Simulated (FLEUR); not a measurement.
# MnF2: parallel and opposed starts, part 2 of 3

Wanted: the moments of MnF2 and the energy of each order that was tried.

FLEUR MaX-R8.1; PBE with U = 4 eV on Mn d; all-electron FLAPW, Dirac cores, scalar-relativistic bands.

So far, largest spin moment in the muffin-tin sphere (μB): step 2 (run 1 (ferro ++)) 4.74.

## 3. Order 2, typed as antiferro +-

Reversing part of the moments tests the sign of the couplings between them.

The input, inp.xml:

```
<?xml version="1.0" encoding="UTF-8" standalone="no"?>
<fleurInput fleurInputVersion="0.39">
   <comment>
      MnF2
   </comment>
   <calculationSetup>
      <cutoffs Kmax="4.29" Gmax="12.9" GmaxXC="12.9" numbands="0"/>
      <scfLoop itmax="120" minDistance="0.0001" maxIterBroyd="15" imix="Anderson" alpha="0.05" precondParam="0.0" spinf="2.0" sdNocoIR="T"/>
      <coreElectrons ctail="T" frcor="F" kcrel="0" coretail_lmax="0"/>
      <xcFunctional name="pbe" relativisticCorrections="F"/>
      <magnetism jspins="2"/>
      <soc l_soc="F" theta="0.0" phi="0.0" spav="F"/>
      <expertModes spex="0" secvar="F"/>
      <geometryOptimization l_f="F" forcealpha="1.0" forcemix="BFGS" epsdisp="0.00001" epsforce="0.00001"/>
      <ldaU l_linMix="F" mixParam="0.05" spinf="1.0"/>
   </calculationSetup>
   <cell>
      <bzIntegration valenceElectrons="58.0" mode="hist" fermiSmearingEnergy="0.00073499">
         <kPointListSelection listName="default-1"/>
         <xi:include xmlns:xi="http://www.w3.org/2001/XInclude" href="kpts.xml"> </xi:include>
      </bzIntegration>
      <xi:include xmlns:xi="http://www.w3.org/2001/XInclude" href="sym.xml"> </xi:include>
      <bulkLattice scale="1.0">
         <bravaisMatrix>
            <row-1>    9.2101471860754796     0.0000000000000000     0.0000000000000000</row-1>
            <row-2>    0.0000000000000000     9.2101471860754796     0.0000000000000000</row-2>
            <row-3>    0.0000000000000000     0.0000000000000000     6.2563162807132198</row-3>
         </bravaisMatrix>
      </bulkLattice>
   </cell>
   <atomSpecies>
      <species name="Manganese 4.501" element="Mn" atomicNumber="25">
         <mtSphere radius="2.48" gridPoints="819" logIncrement="0.015"/>
         <atomicCutoffs lmax="10" lnonsphr="8"/>
         <electronConfig flipSpins="F">
            <coreConfig>(1s1/2) (2s1/2) (2p1/2) (2p3/2)</coreConfig>
            <valenceConfig>(3s1/2) (3p1/2) (3p3/2) (4s1/2) (3d3/2) (3d5/2)</valenceConfig>
            <stateOccupation state="(3d3/2)" spinUp="1.7505" spinDown="0.2495"/>
            <stateOccupation state="(3d5/2)" spinUp="3.0" spinDown="0.0"/>
         </electronConfig>
         <energyParameters s="4" p="4" d="3" f="4"/>
         <ldaU l="2" U="4.0" J="0.0" l_amf="F"/>
         <lo type="SCLO" l="0" n="3" eDeriv="0"/>
         <lo type="SCLO" l="1" n="3" eDeriv="0"/>
      </species>
      <species name="Manganese -4.501" element="Mn" atomicNumber="25">
         <mtSphere radius="2.48" gridPoints="819" logIncrement="0.015"/>
         <atomicCutoffs lmax="10" lnonsphr="8"/>
         <electronConfig flipSpins="F">
            <coreConfig>(1s1/2) (2s1/2) (2p1/2) (2p3/2)</coreConfig>
            <valenceConfig>(3s1/2) (3p1/2) (3p3/2) (4s1/2) (3d3/2) (3d5/2)</valenceConfig>
            <stateOccupation state="(3d3/2)" spinUp="0.2495" spinDown="1.7505"/>
            <stateOccupation state="(3d5/2)" spinUp="0.0" spinDown="3.0"/>
         </electronConfig>
         <energyParameters s="4" p="4" d="3" f="4"/>
         <ldaU l="2" U="4.0" J="0.0" l_amf="F"/>
         <lo type="SCLO" l="0" n="3" eDeriv="0"/>
         <lo type="SCLO" l="1" n="3" eDeriv="0"/>
      </species>
      <species name="Fluorine (F)" element="F" atomicNumber="9">
         <mtSphere radius="1.4" gridPoints="463" logIncrement="0.023"/>
         <atomicCutoffs lmax="6" lnonsphr="4"/>
         <electronConfig flipSpins="F">
            <coreConfig>(1s1/2)</coreConfig>
            <valenceConfig>(2s1/2) (2p1/2) (2p3/2)</valenceConfig>
            <stateOccupation state="(2p1/2)" spinUp="0.833333" spinDown="0.833333"/>
            <stateOccupation state="(2p3/2)" spinUp="1.666667" spinDown="1.666667"/>
         </electronConfig>
         <energyParameters s="2" p="2" d="3" f="4"/>
      </species>
   </atomSpecies>
   <atomGroups>
      <atomGroup species="Manganese 4.501">
         <relPos label="                   1">.0000000000 .0000000000 .0000000000</relPos>
         <force calculate="T" relaxXYZ="TTT"/>
      </atomGroup>
      <atomGroup species="Manganese -4.501">
         <relPos label="                   2">1.000/2.000 1.000/2.000 1.000/2.000</relPos>
         <force calculate="T" relaxXYZ="TTT"/>
      </atomGroup>
      <atomGroup species="Fluorine (F)">
         <relPos label="                   3">.3053000000 .3053000000 .0000000000</relPos>
         <relPos label="                   5">-.3053000000 -.3053000000 .0000000000</relPos>
         <force calculate="T" relaxXYZ="TTT"/>
      </atomGroup>
      <atomGroup species="Fluorine (F)">
         <relPos label="                   4">.1947000000 -.1947000000 1.000/2.000</relPos>
         <relPos label="                   6">-.1947000000 .1947000000 1.000/2.000</relPos>
         <force calculate="T" relaxXYZ="TTT"/>
      </atomGroup>
   </atomGroups>
   <output dos="F" band="F" slice="F">
      <bandDOS minEnergy="-.5*Htr" maxEnergy="0.5*Htr" sigma="0.015" storeEVData="T"/>
      <plotting iplot="0" polar="F">
         <plot TwoD="T" vec1="  1.0  0.0  0.0" vec2="  0.0  1.0  0.0" vec3="  0.0  0.0  1.0" zero="  0.0  0.0  0.0" file="plot"/>
      </plotting>
      <moessbauerParams electricFieldGradient="F" isomerShift="F" coreHyperfine="F" valenceHyperfine="F"/>
   </output>
</fleurInput>
```

The input, crystal.txt:

```
MnF2
&input film=F cartesian=F /
4.87380000000  0.00000000000  0.00000000000
0.00000000000  4.87380000000  0.00000000000
0.00000000000  0.00000000000  3.31070000000
1.8897261246
1.0 1.0 1.0

6
25 0.00000000000  0.00000000000  0.00000000000 : 4.501
25 0.50000000000  0.50000000000  0.50000000000 : -4.501
9 0.30530000000  0.30530000000  0.00000000000
9 0.19470000000  0.80530000000  0.50000000000
9 0.69470000000  0.69470000000  0.00000000000
9 0.80530000000  0.19470000000  0.50000000000

&kpt div1=6 div2=6 div3=10 gamma=T /
```

Run with:

```console
OMP_NUM_THREADS=1 inpgen -f crystal.txt > inpgen.log  # inp.xml is then edited as shown
OMP_NUM_THREADS=1 mpirun -n 4 fleur_MPI > fleur.log
```

The log of the run:

```text
[banner, memory and clock lines left out]
Welcome to FLEUR        (www.flapw.de)
      MaX-Release 8.1          (www.max-centre.eu)

 ========== k-point set info ==========
 Selected k-point list: default-1
 k-point list type: mesh
 0 x 0 x 0
 Number of k points: 80

 ------------Calculation Setup---------------------------
 Number of PE/node        :            4
 Number of OMP-threads    :            1
 k-points in parallel     :            4
 pe's per k-point         :            1
 No of k-point loops      :           20
 Eigenvalue solver        :       lapack
 Number of basis functions:          761
 Approximate size of matrices (H+S) per k-point:         0.009 GB
 no density matrix found ... skipping LDA+U
 Reset of history
 Iteration:     1   Distance:      14.32139597 me/bohr^3
 Iteration:     2   Distance:      13.18351789 me/bohr^3
 Iteration:     3   Distance:      11.71283431 me/bohr^3
 Iteration:     4   Distance:       6.76955322 me/bohr^3
 Iteration:     5   Distance:       3.05521735 me/bohr^3
 Iteration:     6   Distance:       1.66914434 me/bohr^3
 Iteration:     7   Distance:       0.45328235 me/bohr^3
 Iteration:     8   Distance:       0.49145236 me/bohr^3
 Iteration:     9   Distance:       0.03561326 me/bohr^3
 Iteration:    10   Distance:       0.03244123 me/bohr^3
 Iteration:    11   Distance:       0.01100211 me/bohr^3
 Iteration:    12   Distance:       0.00634104 me/bohr^3
 Iteration:    13   Distance:       0.00329758 me/bohr^3
 Iteration:    14   Distance:       0.00101147 me/bohr^3
 Iteration:    15   Distance:       0.00105482 me/bohr^3
 Iteration:    16   Distance:       0.00015630 me/bohr^3
 Iteration:    17   Distance:       0.00014671 me/bohr^3
 Iteration:    18   Distance:       0.00006686 me/bohr^3

 ********************************************************************
 Run finished successfully
 Stop message:
   all done
 ********************************************************************

--- out.xml (last complete iteration) ---
<iteration numberForCurrentRun="   18" overallNumber="   18">
         [... left out ...]
         <bandgap value="3.6882410937" units="eV"/>
         <sumValenceSingleParticleEnergies value="-36.7074335395" units="Htr"/>
         <FermiEnergy value="0.0905001914" units="Htr"/>
         <valenceDensity>
            <mtCharges spin="1">
               <mtCharge atomType="1" total="9.2087505" s="1.1165760" p="3.1423809" d="4.8873847" f="0.0405867"/>
               <mtCharge atomType="2" total="4.4900980" s="1.0950972" p="3.1247342" d="0.2072480" f="0.0405505"/>
               <mtCharge atomType="3" total="2.8230121" s="0.8056770" p="2.0160942" d="0.0010543" f="0.0001502"/>
               <mtCharge atomType="4" total="2.8410030" s="0.8076459" p="2.0315021" d="0.0015795" f="0.0002262"/>
            </mtCharges>
            <mtCharges spin="2">
               <mtCharge atomType="1" total="4.4900275" s="1.0950632" p="3.1247011" d="0.2072360" f="0.0405543"/>
               <mtCharge atomType="2" total="9.2087311" s="1.1165590" p="3.1423647" d="4.8873989" f="0.0405854"/>
               <mtCharge atomType="3" total="2.8411042" s="0.8076503" p="2.0315989" d="0.0015794" f="0.0002262"/>
               <mtCharge atomType="4" total="2.8231570" s="0.8056816" p="2.0162347" d="0.0010542" f="0.0001501"/>
            </mtCharges>
            <spinDependentCharge spin="1" total="29.0000000" interstitial="3.9731214" mtSpheres="25.0268786"/>
            <spinDependentCharge spin="2" total="29.0000000" interstitial="3.9727190" mtSpheres="25.0272810"/>
            <totalCharge value="58.0000000000"/>
         </valenceDensity>
         [... left out ...]
         <magneticMomentsInMTSpheres units="muBohr">
            <globalMagMoment atomType="1" vec="0.00000   0.00000   4.71872"/>
            <localMagMoment atomType="1" vec="0.00000   0.00000   4.71872"/>
            <globalMagMoment atomType="2" vec="0.00000   0.00000  -4.71863"/>
            <localMagMoment atomType="2" vec="0.00000   0.00000  -4.71863"/>
            <globalMagMoment atomType="3" vec="0.00000   0.00000  -0.01809"/>
            <localMagMoment atomType="3" vec="0.00000   0.00000  -0.01809"/>
            <globalMagMoment atomType="4" vec="0.00000   0.00000   0.01785"/>
            <localMagMoment atomType="4" vec="0.00000   0.00000   0.01785"/>
         </magneticMomentsInMTSpheres>
         [... left out ...]
         <totalEnergy value="    -2716.9339649673" units="Htr">
            <sumOfEigenvalues value="    -1551.6494641488">
               <coreElectrons value="-1514.9420306093"/>
               <valenceElectrons value="-36.7074335395"/>
            </sumOfEigenvalues>
            <densityCoulombPotentialIntegral value="-4106.8849229876"/>
            <densityEffectivePotentialIntegral value="-4296.5418856213"/>
            <chargeDenXCDenIntegral value="-146.5023762051"/>
            <FockExchangeEnergyValence value="0.0000000000"/>
            <FockExchangeEnergyCore value="0.0000000000"/>
         [... left out ...]
            <dftUCorrection value="-0.7045156489"/>
            <tkbTimesEntropy value="0.0000000000"/>
            <freeEnergy value="-2716.9339649673"/>
            <extrapolationTo0K value="-2716.9339649673"/>
         </totalEnergy>
         [... left out ...]
         <ldaUDensityMatrixConvergence>
            <distance spin="1" distance="0.000001"/>
            <distance spin="2" distance="0.000001"/>
         </ldaUDensityMatrixConvergence>
         <densityConvergence units="me/bohr^3">
            <chargeDensity spin="1" distance="0.0000492526"/>
            <chargeDensity spin="2" distance="0.0000446140"/>
            <overallChargeDensity distance="0.0000660423"/>
            <spinDensity distance="0.0000668646"/>
         </densityConvergence>
      </iteration>
```

The job ended after 3 min (4 MPI ranks of Arm Neoverse V2, shared host; peak memory 0.43 GiB; 12 min of CPU time).

Spin moment in the muffin-tin sphere by atom:

```
atom  spin moment in the muffin-tin sphere (μB)
 Mn1                                       4.72
 Mn2                                      -4.72
  F3                                      -0.02
  F4                                       0.02
  F5                                      -0.02
  F6                                       0.02
```

Read from the output:

* free energy: -73931.5395 eV
* program's band gap on this mesh (in a metal only a level spacing): 3.688 eV
* magnetization: 0 μB
* final state: antiferromagnetic

It lies 19.3 meV a seeded atom under the first start, and its largest moment is 4.72 μB against 4.74 μB.

## 4. The states side by side

Free energies are divided by the number of seeded atoms.

Orders:

```
       start        final state  typed order kept  energy over the lowest (meV a seeded atom)  largest sphere moment (μB)  net moment (μB a primitive cell)  mesh matched  CPU time (s)
    ferro ++      ferromagnetic               yes                                       19.26                       4.741                                10           yes         452.2
antiferro +-  antiferromagnetic               yes                                           0                       4.719                                 0           yes         714.6
```

(Continued in part 3 of 3.)

[Logs and program files are shortened in this print: banners, set-up blocks, solver, clock and traceback lines can be left out without a mark of their own.]

[Logs are printed without paths, hosts, clocks, repeated set-up lines and the standing remarks that a program may print on its own settings, such as how far it seeks lower states.]

[Hosts, paths, dates, database ids (printed as entryN), source tags and the programs' standing remarks are cut or masked in the printed files.]

[Where a cell is said to come from a database of computed structures, the database is the Materials Project.]
